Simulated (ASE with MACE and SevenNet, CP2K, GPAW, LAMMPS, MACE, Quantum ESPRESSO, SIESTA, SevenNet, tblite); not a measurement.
**Machine-learned potentials runs on glassy 84SiO2-16BaO (mol %) (71 atoms)**

Aim: run glassy 84SiO2-16BaO (mol %) (71 atoms) in machine-learned potentials and see how near its forces come to a plane-wave reference, and at what cost.

Calculated with ASE with MACE and SevenNet; the method is named at each step.

## 1. Set-up

The cell holds 71 atoms: 21 Si, 4 Ba and 46 O. Its edges and angles: a = 10.072 Å, b = 10.072 Å, c = 10.072 Å, α = 90.0°, β = 90.0°, γ = 90.0°. 71 atoms (21 Si, 4 Ba, 46 O) placed at random at 2.83 g/cm³, melted at 4000 K for 10 ps at fixed volume with the Morse and Coulomb pair potential with partial charges (Pedone, Malavasi, Menziani, Cormack and Segre, J. Phys. Chem. B 110, 11780 (2006)). Quenched from 4000 K to 300 K at 200 K/ps and fixed volume, held 10 ps at zero pressure, then minimised at fixed cell.

The yardstick, on the same geometry:

* method: Kohn-Sham DFT, PBE, SSSP efficiency 1.3.0 pseudopotentials, plane waves (Quantum ESPRESSO 7.5); sssp-pbe-1.3.0-efficiency, cutoffs 60/480 Ry, Γ point
* r.m.s. force component: 0.9173 eV/Å
* longest force: 3.612 eV/Å
* pressure: 6.599 GPa
* gap (highest filled to lowest empty level): 3.058 eV
* time: 3.8 min on 4 MPI ranks of Arm Neoverse V1, shared host
* CPU time: 15 min

## 2. MACE MP-0b3 medium potential

Method: machine-learned interatomic potential MACE MP-0b3 medium, trained on PBE(+U) plane-wave data.

run.py

```python
import numpy as np
from ase.io import read
import mlip  # loads the published weights by name

atoms = read("structure.xyz")
atoms.calc = mlip.calc("mace-mp-0b3-medium")
energy = atoms.get_potential_energy()
forces = atoms.get_forces()
print(f"energy {energy:.6f} eV")
print("forces (eV/A)")
for i, (a, f) in enumerate(zip(atoms, forces)):
    print(f"{i:4d} {a.symbol:2s} {f[0]:10.5f} {f[1]:10.5f} {f[2]:10.5f}")
stress = -atoms.get_stress(voigt=False) * 160.21766
print("stress (GPa, compression positive)")
for row in stress:
    print(" ".join(f"{x:10.4f}" for x in row))
```

structure.xyz

```xyz
71
Lattice="10.07216 0.00000 0.00000 0.00000 10.07216 0.00000 0.00000 0.00000 10.07216" Properties=species:S:1:pos:R:3 pbc="T T T"
Si 0.04391 3.08822 0.13195
Si 6.09990 3.51287 4.70974
Si 6.82328 0.16821 8.66337
Si 9.63050 7.58071 9.96237
Si 2.50293 4.90746 0.82934
Si 4.69604 8.15180 9.63906
Si 8.64252 5.16420 1.83031
Si 6.20062 2.89303 7.66773
Si 4.76927 5.30833 8.85393
Si 8.91960 0.40692 0.88212
Si 3.38173 3.93550 3.54288
Si 5.53395 6.24152 6.07492
Si 9.27183 3.75057 7.19616
Si 4.83645 9.16345 5.11082
Si 2.60960 0.78895 6.70766
Si 8.45528 6.85773 7.10611
Si 1.96901 8.25343 8.06941
Si 7.95318 9.51648 5.88184
Si 3.55326 9.78682 2.15121
Si 0.93490 2.32989 4.74792
Si 8.46958 1.57035 3.69930
Ba 5.96977 2.72925 1.19869
Ba 2.15413 4.78125 6.82892
Ba 1.13614 7.33283 3.87567
Ba 5.03386 6.68227 2.61997
O 1.68124 7.40928 6.77736
O 4.63118 5.64313 7.26495
O 2.08061 9.49734 2.45559
O 2.16330 3.14725 4.16151
O 9.21673 6.33942 0.79862
O 3.35927 4.94150 9.49503
O 4.00600 1.11751 1.73070
O 8.23087 0.80769 2.31408
O 9.44174 5.26653 3.15067
O 7.07469 5.21587 2.00083
O 5.98538 1.48605 8.30399
O 3.45153 4.23756 1.96578
O 4.26868 8.73286 0.98828
O 4.40456 9.31544 3.57844
O 5.86844 9.03735 9.01720
O 8.66911 8.05843 5.98609
O 4.82003 3.28000 3.82621
O 1.55282 1.05355 5.46969
O 5.72199 2.98408 6.17716
O 9.98131 3.45153 8.60696
O 5.73297 4.02101 8.75291
O 9.92380 2.15383 3.62779
O 0.08189 3.13667 5.99092
O 4.90172 7.54596 5.43846
O 8.57725 0.51539 4.92106
O 0.96914 7.75294 9.23113
O 5.22947 6.58467 9.71117
O 8.71222 7.40636 8.57967
O 7.67539 0.62125 9.92047
O 9.97547 1.52513 0.42656
O 3.88473 10.00266 6.06848
[... 11 atom lines left out ...]
O 9.27767 8.94911 0.68027
O 2.96232 2.19170 7.25034
O 8.85887 3.75349 0.94124
O 6.86972 6.61721 6.91021
```

Launch:

```
OMP_NUM_THREADS=1 python run.py > output.txt
```

What it wrote:

```text
energy -539.705245 eV
forces (eV/A)
   0 Si   -1.60029    1.47494   -0.21236
   1 Si    0.21416    0.98000    1.66879
   2 Si    0.41562   -0.34780   -0.80582
   3 Si   -0.59790   -0.90301   -1.43314
   4 Si   -0.26127    0.75642    0.31266
   5 Si   -0.96774    0.12382   -0.24206
   6 Si    0.58676    0.23355   -0.81920
   7 Si    2.12765    1.30334   -0.96745
   8 Si    0.13737    0.99500   -0.50582
   9 Si   -0.39922    0.28573   -0.73771
  10 Si   -0.39141    1.66917    0.62431
  11 Si    2.10807   -0.24160    0.49229
  12 Si   -1.09392    0.39088    0.34042
  13 Si    0.34233    0.40355    0.33901
  14 Si    0.01693   -0.55071   -0.49247
  15 Si   -0.79056   -0.08429    0.51131
  16 Si   -0.00711    0.47107   -0.37047
  17 Si   -2.50856   -0.98521    0.57432
  18 Si    0.68177   -0.57036    0.24304
  19 Si    0.37390   -0.22669    2.32900
  20 Si   -0.56442   -0.32595    1.27862
  21 Ba   -0.40062   -0.36200    0.34302
  22 Ba    0.35054   -0.22771   -0.05431
  23 Ba    0.06808   -0.10585   -0.79812
[...]
63 O     0.38004   -1.03366   -0.15086
  64 O     0.41083    0.19895   -0.29240
  65 O    -0.64656    0.45002    0.63674
  66 O     0.85345    0.28625    0.49969
  67 O     0.32022    0.00768    0.91144
  68 O     0.69465    2.16049    0.97437
  69 O    -0.44427   -0.69810   -0.32077
  70 O    -0.21430    0.09227    0.41601
stress (GPa, compression positive)
    8.0099     1.9385     2.6706
    1.9385     5.7645    -0.8202
    2.6706    -0.8202     5.7422
```

Wall time 8.8 s (1 thread of Arm Neoverse V1, shared host); peak memory 0.94 GiB.

Banners, paths, timers and routine set-up lines are dropped from the logs unmarked, and long logs keep their key lines alone; longer cuts are marked.

Numbers from this run, and their distance from the reference:

```
r.m.s. force component                  : 0.8876 eV/Å
r.m.s. difference of force components   : 83.45 meV/Å
longest difference of force vectors     : 387.6 meV/Å
force difference over r.m.s. force      : 9.098 %
slope of forces against the reference's : 0.964
correlation of force components         : 0.9963
pressure                                : 6.505 GPa
pressure difference                     : -0.0932 GPa
```

Length of the force difference by element (eV/Å):

```csv
element,atoms,mean,most
Ba,4,0.10,0.13
O,46,0.10,0.33
Si,21,0.16,0.39
```

A closer look about Si17, picked at random: 9 atoms, nearest first, numbered in the order of the input, with positions taken from that point.

| atom | x | y | z | distance (Å) | bonds | Fx | Fy | Fz (eV/Å) |
| --- | --- | --- | --- | --- | --- | --- | --- | --- |
| Si17 | 0.00 | 0.00 | 0.00 | 0.00 | 4 | -0.01 | 0.47 | -0.37 |
| O26 | -0.29 | -0.84 | -1.29 | 1.57 | 3 | -0.18 | -1.45 | -1.64 |
| O51 | -1.00 | -0.50 | 1.16 | 1.61 | 2 | 0.56 | 0.02 | 1.20 |
| O66 | -0.08 | 1.58 | -0.34 | 1.62 | 2 | -0.65 | 0.45 | 0.64 |
| O57 | 1.51 | -0.20 | 0.57 | 1.62 | 2 | 0.13 | -0.25 | -0.38 |
| Si15 | 0.64 | 2.61 | -1.36 | 3.01 | 4 | 0.02 | -0.55 | -0.49 |
| Si4 | -2.41 | -0.67 | 1.89 | 3.14 | 4 | -0.60 | -0.90 | -1.43 |
| Si6 | 2.73 | -0.10 | 1.57 | 3.15 | 4 | -0.97 | 0.12 | -0.24 |
| O56 | 1.92 | 1.75 | -2.00 | 3.28 | 2 | 0.09 | -0.06 | 0.23 |

Atoms are counted from 1 here, from 0 in the log.

Forces lie 9.1 % from the reference's, at 0.0095 times its CPU time (on 1 against 4 cores).

## 3. SevenNet l3i5 potential

Method: machine-learned interatomic potential SevenNet l3i5, trained on PBE(+U) plane-wave data.

Edit run.py of step 2 so:

```diff
@@ -5,3 +5,3 @@
 atoms = read("structure.xyz")
-atoms.calc = mlip.calc("mace-mp-0b3-medium")
+atoms.calc = mlip.calc("7net-l3i5")
 energy = atoms.get_potential_energy()
```

structure.xyz is that of step 2.

What it wrote:

```text
energy -539.450562 eV
forces (eV/A)
   0 Si   -1.60622    1.48528   -0.16168
   1 Si    0.14200    1.04418    1.61955
   2 Si    0.48222   -0.28965   -0.82324
   3 Si   -0.48719   -0.94537   -1.33992
   4 Si   -0.30253    0.87569    0.39901
   5 Si   -1.24008    0.23615    0.00039
   6 Si    0.65963    0.30928   -0.43739
   7 Si    2.07913    1.17835   -0.89892
   8 Si    0.00889    0.99628   -0.48772
   9 Si   -0.32933    0.21548   -0.63559
  10 Si   -0.50055    1.55136    0.54127
  11 Si    1.95907   -0.26748    0.43993
  12 Si   -1.03434    0.38211    0.31848
  13 Si    0.09727    0.51531    0.11876
  14 Si    0.09129   -0.23957   -0.36085
  15 Si   -0.57780   -0.00344    0.57782
  16 Si   -0.03657    0.42763   -0.43149
  17 Si   -2.50610   -1.06711    0.67244
  18 Si    0.54819   -0.30397    0.24745
  19 Si    0.41008   -0.29863    2.25341
  20 Si   -0.41745   -0.32960    1.11332
  21 Ba   -0.37794   -0.43588    0.39137
  22 Ba    0.35441   -0.17033   -0.07987
  23 Ba    0.02208   -0.14343   -0.96464
[...]
63 O     0.35129   -1.15606   -0.18323
  64 O     0.43330    0.16724   -0.30561
  65 O    -0.76593    0.39817    0.67835
  66 O     0.88613    0.29018    0.49980
  67 O     0.29319   -0.02653    0.83435
  68 O     0.69217    2.20798    0.91545
  69 O    -0.49143   -0.85533   -0.38971
  70 O    -0.28374    0.07526    0.40259
stress (GPa, compression positive)
    8.1631     1.9417     2.7635
    1.9417     5.6745    -0.8176
    2.7635    -0.8176     5.7667
```

It took 10 s on 1 thread; peak memory 1.3 GiB.

Compared with the plane-wave run:

| Quantity | Value |
| --- | --- |
| r.m.s. force component | 0.8988 eV/Å |
| r.m.s. difference of force components | 60.55 meV/Å |
| longest difference of force vectors | 271.5 meV/Å |
| force difference over r.m.s. force | 6.602 % |
| slope of forces against the reference's | 0.9779 |
| correlation of force components | 0.998 |
| pressure | 6.535 GPa |
| pressure difference | -0.0639 GPa |

Against the first run (9.1 %), the force difference from the reference is 6.6 %, at 1.2 times the CPU time.

## 4. MACE MPA-0 medium potential

Method: machine-learned interatomic potential MACE MPA-0 medium, trained on PBE(+U) plane-wave data.

Edit run.py of step 3 so:

```diff
@@ -5,3 +5,3 @@
 atoms = read("structure.xyz")
-atoms.calc = mlip.calc("7net-l3i5")
+atoms.calc = mlip.calc("mace-mpa-0-medium")
 energy = atoms.get_potential_energy()
```

structure.xyz is that of step 3.

What it wrote:

```text
energy -539.187293 eV
forces (eV/A)
   0 Si   -1.50563    1.41360   -0.19732
   1 Si    0.02355    1.12433    1.69717
   2 Si    0.46558   -0.31576   -0.81495
   3 Si   -0.41274   -0.82382   -1.59965
   4 Si   -0.07452    0.61551    0.25925
   5 Si   -1.16275    0.18639   -0.11534
   6 Si    0.43925    0.34486   -0.69119
   7 Si    2.18933    1.30892   -0.99899
   8 Si   -0.02327    1.02531   -0.44588
   9 Si   -0.29951    0.33864   -0.66066
  10 Si   -0.40368    1.62689    0.51098
  11 Si    2.11674   -0.24924    0.39702
  12 Si   -1.17870    0.45183    0.39835
  13 Si    0.22448    0.36580    0.25412
  14 Si    0.01953   -0.62486   -0.47673
  15 Si   -0.73999   -0.02752    0.57125
  16 Si   -0.00843    0.49750   -0.34907
  17 Si   -2.61140   -1.05631    0.57982
  18 Si    0.82403   -0.62495    0.18457
  19 Si    0.49111   -0.11634    2.24608
  20 Si   -0.55589   -0.25652    1.16790
  21 Ba   -0.42499   -0.33849    0.30918
  22 Ba    0.40236   -0.14236   -0.03954
  23 Ba    0.04777   -0.04212   -0.65801
[...]
63 O     0.29360   -1.10086   -0.12790
  64 O     0.48712    0.25172   -0.30973
  65 O    -0.66051    0.51294    0.58635
  66 O     0.86421    0.32829    0.58176
  67 O     0.31783   -0.03218    0.90563
  68 O     0.75925    2.22194    1.03032
  69 O    -0.42751   -0.76114   -0.32174
  70 O    -0.22074    0.09510    0.43307
stress (GPa, compression positive)
    8.3945     2.0893     2.8278
    2.0893     5.8272    -0.7958
    2.8278    -0.7958     5.7856
```

Elapsed: 8.2 s, on 1 thread; peak memory 0.94 GiB.

Against the reference:

* r.m.s. force component: 0.9032 eV/Å
* r.m.s. difference of force components: 80.33 meV/Å
* longest difference of force vectors: 415.8 meV/Å
* force difference over r.m.s. force: 8.757 %
* slope of forces against the reference's: 0.9809
* correlation of force components: 0.9962
* pressure: 6.669 GPa
* pressure difference: 0.0704 GPa

Against the first run (9.1 %), the force difference from the reference is 8.8 %, at 0.96 times the CPU time.

## 5. Side by side

Differences are against the plane-wave reference, forces as r.m.s. over components; share is that over the reference's r.m.s. force, slope the least-squares factor from reference forces to these. Total energies of different programs have different zeros and aren't compared.

| run | Δ force, r.m.s. (meV/Å) | share (%) | slope | Δ pressure (GPa) | cores | CPU time | memory (GiB) |
| --- | --- | --- | --- | --- | --- | --- | --- |
| reference | - | - | - | - | 4 | 15 min | 3.1 |
| MACE MP-0b3 medium potential | 83.4 | 9.10 | 0.964 | -0.0932 | 1 | 8.6 s | 0.94 |
| SevenNet l3i5 potential | 60.6 | 6.60 | 0.978 | -0.0639 | 1 | 10 s | 1.3 |
| MACE MPA-0 medium potential | 80.3 | 8.76 | 0.981 | 0.0704 | 1 | 8.2 s | 0.94 |

Times of the machine-learned potentials are mostly Python's start and the loading of weights.

CPU time is summed over cores on a shared host, where runs went side by side, so it is rough. Symmetry, cutoffs, thresholds, outputs and thread counts weren't matched or tuned between programs; memory under MPI is the largest rank's times the ranks.

## 6. Results

* nearest in forces: SevenNet l3i5 potential, 6.6 %
* its CPU time: 10 s

In words: Machine-learned potentials differ by 6.6 % (SevenNet l3i5 potential) to 9.1 % (MACE MP-0b3 medium potential); they were trained on other programs' data. The reference's pressure holds the uncorrected Pulay stress of its 60 Ry basis, so small pressure differences, and their order, may be the reference's own error. Machine-learned potentials mimic data converged in k, so the reference's own k-point error enters their differences. The quench rate of 200 K/ps is many orders above laboratory rates, so the cell is likely richer in defects and strain than a real sample. The network of bonds at the start is that of the classical potential that made the cell, and needn't be the one that DFT or experiment would give. The reference's pressure of 6.6 GPa belongs to a cell and atoms that aren't relaxed at this level. The electronic-structure runs sample only Γ, in a cell whose shortest periodic width is 10 Å. Spin–orbit coupling is left out, which matters for the levels of the heavy elements.

[Also dropped from logs without a mark: logging warnings of Python, and SIESTA's first energy breakdown and zero terms.]

[Logs are printed without paths, hosts, clocks, repeated set-up lines and the standing remarks that a program may print on its own settings, such as how far it seeks lower states.]

[Hosts, paths, dates, database ids (printed as entryN), source tags and the programs' standing remarks are cut or masked in the printed files.]
